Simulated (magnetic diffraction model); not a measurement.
# Magnetic neutron pattern of TmCr2Ge2C

Space group P4/mmm (no. 123), a = 4.0290 Å, c = 5.4600 Å.

```
site  atom    x    y       z
  1a    Tm    0    0       0
  2h    Ge  1/2  1/2  0.2371
  2e    Cr  1/2    0     1/2
  1b     C    0    0     1/2
```

This is a made-up structure (elements placed in a structure type, unrelaxed), so the numbers test the method and describe no known phase.

Only Tm and Cr are taken to order (form factors of Tm3+ and Cr2+); orders and moment sizes are assumed, and not adapted to the symmetry. Radiation: neutrons of λ = 1.594 Å, 3° to 80°; isotropic B of 0.56 Å² (Tm), 0.58 Å² (Ge), 0.78 Å² (Cr) and 1 Å² (C). Simulated constant-wavelength pattern: nuclear and magnetic terms add, the magnetic one as |2.695 fm × Σ f S⊥ exp(2πi Q·r) exp(−B s²)|², summed over all Q at one angle with the factor 1/(sin²θ cos θ). For collinear order S is the moment m, which repeats by lattice and centring translations R with the sign exp(−2πi k·R). Free-ion form factors, Sears's scattering lengths of 1992, no absorption; a label names one of the reflections at its angle. The strongest nuclear line in the range is 100, and lines under 0.2 are left out.

Assume the order k = (0 0 0), collinear moments along [100], 6.3 μB on Tm and 1.56 μB on Cr; signs + at (0, 0, 0), + at (1/2, 0, 1/2), − at (0, 1/2, 1/2).

Q: Where does magnetic intensity appear, and how strong is it?

```
2θ (°)    index  nuclear  magnetic
 16.79  (0 0 1)      4.9      44.5
 22.82  (1 0 0)      1.3      47.2
 28.46  (1 0 1)      0.2      29.8
 32.49  (1 1 0)     46.4      10.4
 33.95  (0 0 2)      0.9       9.4
 36.79  (1 1 1)     11.6      18.9
 41.30  (1 0 2)    100.0      24.3
 46.61  (2 0 0)     62.1       4.3
 47.70  (1 1 2)      8.3      12.4
 49.88  (2 0 1)      2.2       8.1
 51.94  (0 0 3)      2.0       3.3
 52.51  (2 1 0)      0.6       4.8
 55.52  (2 1 1)      0.1      15.7
 57.44  (1 0 3)      1.3       9.2
 58.90  (2 0 2)      1.2       6.3
 62.62  (1 1 3)      0.8       6.7
 64.01  (2 1 2)     90.0       8.8
 68.04  (2 2 0)     31.6       1.6
 70.65  (2 2 1)      1.1       3.0
 71.45  (0 0 4)     13.9       1.4
 72.34  (2 0 3)      4.4       4.1
 72.80  (3 0 0)      0.2       1.8
 75.34  (3 0 1)      0.0       1.8
 76.12  (1 0 4)      0.2       4.5
 76.99  (2 1 3)      1.8       7.2
 77.44  (3 1 0)     19.6       2.2
 78.26  (2 2 2)      0.7       2.5
 79.94  (3 1 1)      6.2       4.2
```

The strongest magnetic line in the range is (1 0 0) at 22.82° (47.2). On top of the Lorentz factor, which all lines share, magnetic lines fade with angle because f falls: for Tm3+ it is 0.97, 0.87, 0.75 and 0.49 at sin θ/λ = 0.1, 0.2, 0.3 and 0.5 Å⁻¹, while nuclear lengths stay constant. The net moment is 6.30 μB a primitive cell.

[Logs are printed without paths, hosts, clocks, repeated set-up lines and the standing remarks that a program may print on its own settings, such as how far it seeks lower states.]
